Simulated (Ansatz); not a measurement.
**From HSE06 to G0W0: H4C2SeSO2 (Pc)**

It takes space group Pc (No. 7, monoclinic). Conventional cell: a = 5.620 Å, b = 5.429 Å, c = 8.799 Å, α = 90.00°, β = 117.82°, γ = 90.00°. Nearest to H lie 1 C at 1.09 Å. H has 1 C at 1.09 Å nearest. Nearest to C lie 2 H at 1.09 Å and 1 S at 1.80 Å and 1 Se at 1.98 Å. Nearest to C lie 2 H at 1.09 Å and 1 S at 1.79 Å and 1 Se at 1.99 Å. Farther neighbours and most contacts between anions are not listed.

```
method                                               : G0W0 on HSE06, plane waves, PAW; PAW set soft_1 (and 1 further level or step)
program                                              : Ansatz 0.2.0
settings of one run                                  : cutoff 420 eV, 4×4×2 k-mesh, PAW set soft 1, empty bands 1091, screening cutoff 160 eV, screening contour deformation, QP bands (v4, c4)
cost                                                 : 2 runs, 9.6 min in all on 1 × NVIDIA H100 80GB HBM3 (shared by 6 runs) with 2 threads of AMD EPYC 7R13 (Zen 3), shared host (the runs of this entry)
notes                                                : In doubt: masses and optical values from hybrid runs of this build are listed as unsure (in some of the runs), which bears on the screening that GW takes from such a start. Geometry: measured cell, ions relaxed with PBE. Limits: no spin-orbit coupling.
HSE06 gap over mesh and listed points                : 4.223 eV, from k = (-0.500, 0.500, 0.000) to k = (-0.500, 0.000, 0.000)
G0W0@HSE06 gap over 17 of 18 irreducible mesh points : 6.244 eV, from k = (-0.500, -0.500, 0.000) to k = (-0.500, 0.000, 0.000)
GW settings                                          : 4×4×2 mesh, 1091 empty bands, screening to 160 eV, PAW set soft_1 files
known limits                                         : finite bands, screening cutoff and k mesh; no spin-orbit coupling in G0W0
```

Over 17 of 18 irreducible mesh points the G0W0 gap is 6.244 eV, from k = (-0.500, -0.500, 0.000) to k = (-0.500, 0.000, 0.000). The HSE06 gap of this run on the mesh is 4.223 eV. The two states that bound the G0W0 gap lie that far apart at the start, so the correction of the gap is 6.244 − 4.223 = +2.021 eV. The valence state moves by 0.898 − 2.103 = −1.205 eV and the conduction state by 7.143 − 6.326 = +0.817 eV, on the run's own scale; how far single levels stand from their limit in bands is not shown.

[Paths, hosts, dates, memory and timing lines, banners, echoed tables and standing remarks are left out of the program output.]

[Logs are printed without paths, hosts, clocks, repeated set-up lines and the standing remarks that a program may print on its own settings, such as how far it seeks lower states.]

[Runs of the session that timed out or met a known fault of the program may be left out.]

[Cells called generated may have been cut or substituted from an entry of the Crystallography Open Database or the Materials Project.]

[Hosts, paths, dates, database ids (printed as entryN), source tags and the programs' standing remarks are cut or masked in the printed files.]
